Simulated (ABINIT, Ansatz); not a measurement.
# KRb2BiF6 (Fm-3m): changed settings of a GW run in ABINIT

A base run on KRb2BiF6 (Fm-3m), then changed inputs.

Main program and level: ABINIT 10.8.3; LDA and many-body steps on it, plane waves.

**1. The starting structure**

The structure is cubic, space group Fm-3m (No. 225). Conventional cell: a = 9.369 Å, b = 9.369 Å, c = 9.369 Å, α = 90.00°, β = 90.00°, γ = 90.00°. Nearest to K lie 6 F at 2.48 Å. Rb has 12 F at 3.32 Å nearest. Nearest to Bi lie 6 F at 2.20 Å. F has 1 Bi at 2.20 Å and 1 K at 2.48 Å and 4 Rb at 3.32 Å nearest. Farther neighbours and most contacts between anions are not listed.

The cell and positions come from the Crystallography Open Database and are kept as given unless a step says otherwise. Spin-orbit coupling is left out unless a step names it.

**2. Screening, 2×2×2 mesh, 236 bands, screening to 141.5 eV**

This step: ABINIT 10.8.3; RPA screening on LDA, plane waves, norm-conserving pseudopotentials.

The RPA dielectric matrix is built and inverted for each q.

run.abi

```
acell 3*1.0 Angstrom
rprim 
  -0.000000000000 4.684500000000 4.684500000000
  4.684500000000 -0.000000000000 4.684500000000
  4.684500000000 4.684500000000 -0.000000000000
ntypat 4
znucl 19 37 83 9
natom 10
typat 1 2 2 3 4 4 4 4 4 4
xred 
  0.500000000000 0.500000000000 0.500000000000
  0.250000000000 0.250000000000 0.250000000000
  0.750000000000 0.750000000000 0.750000000000
  -0.000000000000 0.000000000000 -0.000000000000
  0.765000000000 0.235000000000 0.235000000000
  0.235000000000 0.765000000000 0.235000000000
  0.235000000000 0.765000000000 0.765000000000
  0.765000000000 0.235000000000 0.765000000000
  0.235000000000 0.235000000000 0.765000000000
  0.765000000000 0.765000000000 0.235000000000
pp_dirpath "pseudos"
pseudos "K.upf, Rb.upf, Bi.upf, F.upf"
ecut 36
ngkpt 2 2 2
nshiftk 1
shiftk 0 0 0
kptopt 1
chksymbreak 0
istwfk *1
occopt 1
irdwfk 1
optdriver 3
nband 236
ecuteps 5.2
inclvkb 2
awtr 1
symchi 1
indata_prefix "in"
outdata_prefix "out"
tmpdata_prefix "tmp"
```

Run with:

```bash
$ OMP_NUM_THREADS=1 mpirun -n 8 abinit run.abi > log
```

The program printed:

```text
.Version 10.8.3 of ABINIT. v10.8.2 released Aug 2026.

 Symmetries : space group Fm -3 m (#225); Bravais cF (face-center cubic)
[... echo of the input left out ...]
== DATASET  1 ==================================================================
-   mpi_nproc: 8, omp_nthreads: 1 (-1 if OMP is not activated)

--- !DatasetInfo
iteration_state: {dtset: 1, }
dimensions: {natom: 10, nkpt: 3, mband: 236, nsppol: 1, nspinor: 1, nspden: 1, mpw: 14344, }
cutoff_energies: {ecut:  36.0, pawecutdg:  -1.0, }
electrons: {nelect:   9.20000000E+01, charge:   0.00000000E+00, occopt:   1.00000000E+00, tsmear:   1.00000000E-02, }

 SCREENING: Calculation of the susceptibility and dielectric matrices

 Based on a program developped by R.W. Godby, V. Olevano, G. Onida, and L. Reining.
 Incorporated in ABINIT by V. Olevano, G.-M. Rignanese, and M. Torrent.
.Using double precision arithmetic ; gwpc =  8

[... cell and pseudopotentials left out ...]
--------------------------------------------------------------------------------

 ==== K-mesh for the wavefunctions ====
 Number of points in the irreducible wedge :     3
[... list of points left out ...]
 Together with 48 symmetry operations and time-reversal symmetry
 yields     8 points in the full Brillouin Zone.

 ==== Q-mesh for the screening function ====
 Number of points in the irreducible wedge :     3
[... list of points left out ...]
 Together with 48 symmetry operations and time-reversal symmetry
 yields     8 points in the full Brillouin Zone.

 setmesh: FFT mesh size selected  =    48x   48x   48
          total number of points  =       110592

 vcoul_init : cutoff-mode = AUXILIARY_FUNCTION
 q-points for optical limit:   1
     1)      0.000010    0.000020    0.000030

- screening: taking advantage of time-reversal symmetry
- Maximum band index for partially occupied states nbvw = 46
- Remaining bands to be divided among processors   nbcw = 190
- Number of bands treated by each node ~23

 Number of electrons calculated from density =   92.0000; Expected =   92.0000
 average of density, n =  0.066309
 r_s =    1.5327
 omega_plasma =   24.8394 [eV]

 calculating chi0 at frequencies [eV] :
  1    0.000000E+00    0.000000E+00
  2    0.000000E+00    2.483941E+01

--------------------------------------------------------------------------------
  q-point number  1        q = ( 0.000000, 0.000000, 0.000000) [r.l.u.]
--------------------------------------------------------------------------------
[... chi0 elements left out ...]
 For q-point:  0.000010 0.000020 0.000030
  dielectric constant =   2.2111
  dielectric constant without local fields =   2.5834

  Average fulfillment of the sum rule on Im[epsilon] for q-point    1 :     54.31  [%]
[... wings left out ...]
  q-point number  2        q = ( 0.500000, 0.000000, 0.000000) [r.l.u.]
--------------------------------------------------------------------------------
[... chi0 elements left out ...]
  Average fulfillment of the sum rule on Im[epsilon] for q-point    2 :     59.04  [%]

 [... 1 further q-points ...]
```

The job ended after 5.4 min (8 MPI ranks of Arm Neoverse N1, shared host; peak memory 5.6 GiB).

This step gave:

- ε∞ with local fields, on this mesh, along the program's q direction: 2.211
- the same without local fields: 2.583
- plasma frequency: 24.84 eV
- plane waves in the screening matrix: 749

Local fields lower ε∞ by 14 %. On a Γ-centred mesh this coarse the value itself is usually too large, while a short band sum pulls it down.

**3. Base**

The self-energy is evaluated for the states that the input lists, and the levels follow from it, in one-shot runs by the linearised quasiparticle equation.

This step: G0W0 on LDA, plane waves, norm-conserving pseudopotentials.

run.abi, as its differences from that of step 2:

```diff
@@ -31,8 +31,17 @@
 irdwfk 1
-optdriver 3
+optdriver 4
 nband 236
+gwcalctyp 0
+ecutsigx 36
+symsigma 1
+nkptgw 2
+kptgw 
+  0.5000000000 0.0000000000 0.0000000000
+  0.0000000000 0.0000000000 0.0000000000
+bdgw 
+  45 49
+  43 50
 ecuteps 5.2
-inclvkb 2
-awtr 1
-symchi 1
+irdscr 1
+ppmodel 1
 indata_prefix "in"
```

The program printed:

```text
.Version 10.8.3 of ABINIT. v10.8.2 released Aug 2026.

 Symmetries : space group Fm -3 m (#225); Bravais cF (face-center cubic)
[... echo of the input left out ...]
== DATASET  1 ==================================================================
-   mpi_nproc: 8, omp_nthreads: 1 (-1 if OMP is not activated)

--- !DatasetInfo
iteration_state: {dtset: 1, }
dimensions: {natom: 10, nkpt: 3, mband: 236, nsppol: 1, nspinor: 1, nspden: 1, mpw: 14344, }
cutoff_energies: {ecut:  36.0, pawecutdg:  -1.0, }
electrons: {nelect:   9.20000000E+01, charge:   0.00000000E+00, occopt:   1.00000000E+00, tsmear:   1.00000000E-02, }

 SIGMA: Calculation of the GW corrections

 Based on a program developped by R.W. Godby, V. Olevano, G. Onida, and L. Reining.
 Incorporated in ABINIT by V. Olevano, G.-M. Rignanese, and M. Torrent.
.Using double precision arithmetic ; gwpc =  8

[... cell and pseudopotentials left out ...]
--------------------------------------------------------------------------------

 ==== K-mesh for the wavefunctions ====
 Number of points in the irreducible wedge :     3
[... list of points left out ...]
 Together with 48 symmetry operations and time-reversal symmetry
 yields     8 points in the full Brillouin Zone.

 ==== Q-mesh for screening function ====
 Number of points in the irreducible wedge :     3
[... list of points left out ...]
 Together with 48 symmetry operations and time-reversal symmetry
 yields     8 points in the full Brillouin Zone.

 vcoul_init : cutoff-mode = AUXILIARY_FUNCTION
 q-points for optical limit:   1
     1)      0.000010    0.000020    0.000030
 setmesh: FFT mesh size selected  =    72x   72x   72
          total number of points  =       373248

 Number of electrons calculated from density =   92.0000; Expected =   92.0000
 average of density, n =  0.066309
 r_s =    1.5327
 omega_plasma =   24.8394 [eV]

 === KS Band Gaps ===
  >>>> For spin  1
   Minimum direct gap =   4.5911 [eV], located at k-point      :   0.5000  0.0000  0.0000
   Fundamental gap    =   4.3761 [eV], Top of valence bands at :   0.5000  0.0000  0.0000
                                       Bottom of conduction at :   0.0000  0.0000  0.0000
 SIGMA fundamental parameters:
 PLASMON POLE MODEL  1
 number of plane-waves for SigmaX                14331
 number of plane-waves for SigmaC and W            749
 number of plane-waves for wavefunctions         14331
 number of bands                                   236
 number of independent spin polarizations            1
 number of spinorial components                      1
 number of k-points in IBZ                           3
 number of q-points in IBZ                           3
 number of symmetry operations                      48
 number of k-points in BZ                            8
 number of q-points in BZ                            8
 number of frequencies for dSigma/dE                 9
 frequency step for dSigma/dE [eV]                0.25
 number of omega for Sigma on real axis              0
 max omega for Sigma on real axis  [eV]           0.00
 zcut for avoiding poles [eV]                     0.10

 EPSILON^-1 parameters (SCR file):
 dimension of the eps^-1 matrix on file            749
 dimension of the eps^-1 matrix used               749
 number of plane-waves for wavefunctions         14331
 number of bands                                   236
 number of q-points in IBZ                           3
 number of frequencies                               2
 number of real frequencies                          1
 number of imag frequencies                          1

 matrix elements of self-energy operator (all in [eV])

 Perturbative Calculation

--- !SelfEnergy_ee
iteration_state: {dtset: 1, }
kpoint     : [   0.500,    0.000,    0.000, ]
spin       : 1
KS_gap     :    4.591
QP_gap     :    7.395
Delta_QP_KS:    2.804
data: !SigmaeeData |
     Band     E0 <VxcDFT>   SigX SigC(E0)      Z dSigC/dE  Sig(E)    E-E0       E
       45  -1.465 -21.669 -29.057   5.441   0.786  -0.273 -23.198  -1.529  -2.995
       46   0.959 -22.079 -26.483   3.390   0.818  -0.222 -22.909  -0.830   0.130
       47   5.550 -11.877  -7.411  -2.211   0.875  -0.142  -9.902   1.974   7.524
       48   6.455 -14.195  -9.455  -2.056   0.865  -0.156 -11.874   2.321   8.776
       49   6.455 -14.195  -9.455  -2.056   0.865  -0.156 -11.874   2.321   8.776

--- !SelfEnergy_ee
iteration_state: {dtset: 1, }
kpoint     : [   0.000,    0.000,    0.000, ]
spin       : 1
KS_gap     :    4.885
QP_gap     :    7.471
Delta_QP_KS:    2.586
data: !SigmaeeData |
     Band     E0 <VxcDFT>   SigX SigC(E0)      Z dSigC/dE  Sig(E)    E-E0       E
       43  -1.366 -21.904 -29.292   5.467   0.785  -0.273 -23.413  -1.509  -2.875
[...]
48   6.188 -13.061  -8.374  -2.155   0.871  -0.148 -10.856   2.205   8.393
       49   6.188 -13.061  -8.374  -2.155   0.871  -0.148 -10.856   2.205   8.393
       50   6.188 -13.061  -8.374  -2.155   0.871  -0.148 -10.856   2.205   8.393

== END DATASET(S) ==============================================================
================================================================================

 -outvars: echo values of variables after computation  --------
           etotal      0.0000000000E+00
            nband         236
             nkpt           3
          spgroup         225
 [... the other variables as echoed above ...]

 Calculation completed.
```

The job ended after 2 min (8 MPI ranks; peak memory 4.7 GiB; 15 min of CPU time).

Numbers from this step:

```
G0W0 gap on the points computed              : 6.926 eV
starting gap on the mesh                     : 4.376 eV
k of the valence top                         : 0.5, 0, 0
k of the conduction bottom                   : 0, 0, 0
Z at the valence top                         : 0.818
Z at the conduction bottom                   : 0.89
least direct G0W0 gap on the computed points : 7.394 eV
```

The gap on the mesh goes from 4.38 eV to 6.93 eV, a correction of +2.55 eV.

**4. Exchange cutoff**

run.abi, as its differences from that of step 3:

```diff
@@ -34,3 +34,3 @@
 gwcalctyp 0
-ecutsigx 36
+ecutsigx 72
 symsigma 1
```

The program printed:

```text
.Version 10.8.3 of ABINIT. v10.8.2 released Aug 2026.

 Symmetries : space group Fm -3 m (#225); Bravais cF (face-center cubic)
[... echo of the input left out ...]
== DATASET  1 ==================================================================
-   mpi_nproc: 8, omp_nthreads: 1 (-1 if OMP is not activated)

--- !DatasetInfo
iteration_state: {dtset: 1, }
dimensions: {natom: 10, nkpt: 3, mband: 236, nsppol: 1, nspinor: 1, nspden: 1, mpw: 14344, }
cutoff_energies: {ecut:  36.0, pawecutdg:  -1.0, }
electrons: {nelect:   9.20000000E+01, charge:   0.00000000E+00, occopt:   1.00000000E+00, tsmear:   1.00000000E-02, }

 SIGMA: Calculation of the GW corrections

 Based on a program developped by R.W. Godby, V. Olevano, G. Onida, and L. Reining.
 Incorporated in ABINIT by V. Olevano, G.-M. Rignanese, and M. Torrent.
.Using double precision arithmetic ; gwpc =  8

[... cell and pseudopotentials left out ...]
--------------------------------------------------------------------------------

 ==== K-mesh for the wavefunctions ====
 Number of points in the irreducible wedge :     3
[... list of points left out ...]
 Together with 48 symmetry operations and time-reversal symmetry
 yields     8 points in the full Brillouin Zone.

 ==== Q-mesh for screening function ====
 Number of points in the irreducible wedge :     3
[... list of points left out ...]
 Together with 48 symmetry operations and time-reversal symmetry
 yields     8 points in the full Brillouin Zone.

 vcoul_init : cutoff-mode = AUXILIARY_FUNCTION
 q-points for optical limit:   1
     1)      0.000010    0.000020    0.000030
 setmesh: FFT mesh size selected  =    81x   81x   81
          total number of points  =       531441

 Number of electrons calculated from density =   92.0000; Expected =   92.0000
[...]
number of omega for Sigma on real axis              0
 max omega for Sigma on real axis  [eV]           0.00
 zcut for avoiding poles [eV]                     0.10

 EPSILON^-1 parameters (SCR file):
 dimension of the eps^-1 matrix on file            749
 dimension of the eps^-1 matrix used               749
 number of plane-waves for wavefunctions         14331
 number of bands                                   236
 number of q-points in IBZ                           3
 number of frequencies                               2
 number of real frequencies                          1
 number of imag frequencies                          1

 matrix elements of self-energy operator (all in [eV])

 Perturbative Calculation

--- !SelfEnergy_ee
iteration_state: {dtset: 1, }
kpoint     : [   0.500,    0.000,    0.000, ]
spin       : 1
KS_gap     :    4.591
QP_gap     :    7.400
Delta_QP_KS:    2.809
data: !SigmaeeData |
     Band     E0 <VxcDFT>   SigX SigC(E0)      Z dSigC/dE  Sig(E)    E-E0       E
       45  -1.465 -21.669 -29.065   5.441   0.786  -0.273 -23.205  -1.536  -3.001
       46   0.959 -22.079 -26.491   3.390   0.818  -0.222 -22.916  -0.836   0.123
       47   5.550 -11.877  -7.413  -2.211   0.875  -0.142  -9.904   1.972   7.523
[...]
--- !SelfEnergy_ee
iteration_state: {dtset: 1, }
kpoint     : [   0.000,    0.000,    0.000, ]
spin       : 1
KS_gap     :    4.885
QP_gap     :    7.476
Delta_QP_KS:    2.591
data: !SigmaeeData |
     Band     E0 <VxcDFT>   SigX SigC(E0)      Z dSigC/dE  Sig(E)    E-E0       E
[...]
49   6.188 -13.061  -8.377  -2.155   0.871  -0.148 -10.858   2.203   8.391
       50   6.188 -13.061  -8.377  -2.155   0.871  -0.148 -10.858   2.203   8.391

== END DATASET(S) ==============================================================
================================================================================

 -outvars: echo values of variables after computation  --------
           etotal      0.0000000000E+00
            nband         236
             nkpt           3
          spgroup         225
 [... the other variables as echoed above ...]

 Calculation completed.
```

It took 83 s on 8 MPI ranks; peak memory 6.7 GiB; 11 min of CPU time.

This step gave:

- G0W0 gap on the points computed: 6.932 eV
- starting gap on the mesh: 4.376 eV
- k of the valence top: 0.5, 0, 0
- k of the conduction bottom: 0, 0, 0
- Z at the valence top: 0.818
- Z at the conduction bottom: 0.89
- least direct G0W0 gap on the computed points: 7.400 eV

(Continued in part 2 of 2.)

[Paths, hosts, dates, memory and timing lines, banners, echoed tables and standing remarks are left out of the program output.]

[Logs are printed without paths, hosts, clocks, repeated set-up lines and the standing remarks that a program may print on its own settings, such as how far it seeks lower states.]

[Runs of the session that timed out or met a known fault of the program may be left out.]

[Hosts, paths, dates, database ids (printed as entryN), source tags and the programs' standing remarks are cut or masked in the printed files.]

[G0W0 gaps are taken among the corrected bands and points alone; a level outside them can change the order at an edge.]

[Where Ansatz stands beside ABINIT at settings called matched, ABINIT's density can come from a denser mesh and the files from another edition; pairs whose starting gaps differed by over 0.03 eV were left out, so agreement reads better than it is.]
